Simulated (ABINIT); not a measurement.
An input for ABINIT 10.8.3 (Bi2Se3 (Paraguanajuatite)):

```
acell 3*1.0 Angstrom
rprim 
  2.071500000006 1.195981082602 9.545333333304
  -2.071500000006 1.195981082602 9.545333333304
  0.000000000000 -2.391962165288 9.545333333293
ntypat 2
znucl 83 34
natom 5
typat 1 1 2 2 2
xred 
  0.400800000000 0.400800000000 0.400800000000
  0.599200000000 0.599200000000 0.599200000000
  0.000000000000 0.000000000000 0.000000000000
  0.211700000000 0.211700000000 0.211700000000
  0.788300000000 0.788300000000 0.788300000000
pp_dirpath "pseudos"
pseudos "Bi.upf, Se.upf"
ecut 48
ngkpt 4 4 4
nshiftk 1
shiftk 0 0 0
kptopt 1
chksymbreak 0
istwfk *1
occopt 1
irdwfk 1
optdriver 3
nband 80
ecuteps 2.2
inclvkb 2
awtr 1
symchi 1
indata_prefix "in"
outdata_prefix "out"
tmpdata_prefix "tmp"
gwmem 10
```

```sh
OMP_NUM_THREADS=2 mpirun -n 4 abinit run.abi > log
```

**Question.** Estimate wall time and host memory on 4 MPI ranks of Arm Neoverse V2, shared host.

It took 19 min; on shared hardware allow 9.7 min to 39 min. Peak host memory was 2.5 GiB.

[Paths, hosts, dates, memory and timing lines, banners, echoed tables and standing remarks are left out of the program output.]

[Logs are printed without paths, hosts, clocks, repeated set-up lines and the standing remarks that a program may print on its own settings, such as how far it seeks lower states.]

[Runs of the session that timed out or met a known fault of the program may be left out.]

[Hosts, paths, dates, database ids (printed as entryN), source tags and the programs' standing remarks are cut or masked in the printed files.]

[G0W0 gaps are taken among the corrected bands and points alone; a level outside them can change the order at an edge.]

[Where Ansatz stands beside ABINIT at settings called matched, ABINIT's density can come from a denser mesh and the files from another edition; pairs whose starting gaps differed by over 0.03 eV were left out, so agreement reads better than it is.]
